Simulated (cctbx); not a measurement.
**What is wrong with this refinement?**

Cell a = 4.4020 Å, b = 9.7920 Å, c = 7.1050 Å, α = 90.00°, β = 90.00°, γ = 90.00°; space group Cmcm (no. 63).

The data are simulated with cctbx, not measured: Ag Kα, λ = 0.56087 Å, to d = 0.65 Å, 80 % of the full sphere, strongest reflection 5000 counts, noise from counting, a 2 % proportional error and a noise floor of 15 counts (s.d.); no absorption.

An anisotropic refinement with weights 1/σ² prints:

```text
Rint 0.034, 28 unique reflections to 1.62 A
cycle     R1     wR2    GooF  max shift (A)
   1  0.0114  0.0234   1.169   0.00919
   2  0.0078  0.0155   0.772   0.00000
final R1 0.0078 wR2 0.0155 GooF 0.772  parameters 14  data/parameter 2.0
atom        x        y        z      Ueq    occ   su(xyz)  su(Uiso or U11)
Ce1    0.00000  0.08372  0.75000   0.0016  1.000  0.00035  0.0027  NPD
Pd1    0.50000  0.29517  0.75000   0.0036  1.000  0.00031  0.0039
Ti1    0.50000  0.13208  0.45723   0.0043  1.000  0.00073  0.0034  NPD
difference map: max 0.45 min -0.53 rms 0.14
Q1    0.0000  0.0255  0.2500    4    0.46  1.07 A from Ce1
Q2    0.0000  0.5075  0.2500    4    0.41  1.91 A from Ti1
Q3    0.2646  0.2446  0.7500    8    0.35  1.15 A from Pd1
Q4    0.0000  0.2670  0.0066    8    0.30  1.05 A from Ti1
Q5    0.2529  0.0000  0.0000    8    0.29  1.72 A from Ti1
```

**Question.** Can this result stand? If not, what is the likely fault?

Mend it. The fault: data cut at low resolution. Against the right model at the same level, R1 goes from 0.0211 to 0.0078 and GooF from 0.93 to 0.77 and Ce1 and Ti1 go non-positive-definite. The atoms are right, but there are too few data for the parameters: R1 flatters and the s.u.s grow. Data per parameter fall from 24.9 to 2.

The compound is CeTi2Pd. The right model at the same level gives:

```text
Rint 0.060, 348 unique reflections to 0.65 A
cycle     R1     wR2    GooF  max shift (A)
   1  0.0223  0.0382   0.987   0.00044
   2  0.0211  0.0360   0.931   0.00000
final R1 0.0211 wR2 0.0360 GooF 0.931  parameters 14  data/parameter 24.9
atom        x        y        z      Ueq    occ   su(xyz)  su(Uiso or U11)
Ce1    0.00000  0.08377  0.75000   0.0042  1.000  0.00004  0.0002
Pd1    0.50000  0.29512  0.75000   0.0061  1.000  0.00007  0.0003
Ti1    0.50000  0.13268  0.45815   0.0072  1.000  0.00015  0.0004
difference map: max 2.72 min -2.72 rms 0.64
Q1    0.0000  0.1192  0.1590    8    2.89  1.06 A from Pd1
Q2    0.2108  0.2919  0.1794   16    2.43  1.36 A from Pd1
Q3    0.2268  0.0335  0.7500    8    2.20  1.11 A from Ce1
Q4    0.2379  0.4617  0.7500    8    2.17  1.66 A from Ce1
Q5    0.0000  0.0434  0.6853    8    2.09  0.61 A from Ce1
Q6    0.2365  0.4631  0.5200   16    2.04  1.41 A from Ti1
```

Isotropic U is held between 0.0001 and 1 Å² by the program, and listed peak heights are interpolated, so they can pass the grid's maximum.

The model was made for the exercise: a known structure type with other elements put in, its volume estimated, not relaxed; displacement parameters are assumed.

[Middle refinement cycles are left out of these outputs.]

[Logs are printed without paths, hosts, clocks, repeated set-up lines and the standing remarks that a program may print on its own settings, such as how far it seeks lower states.]
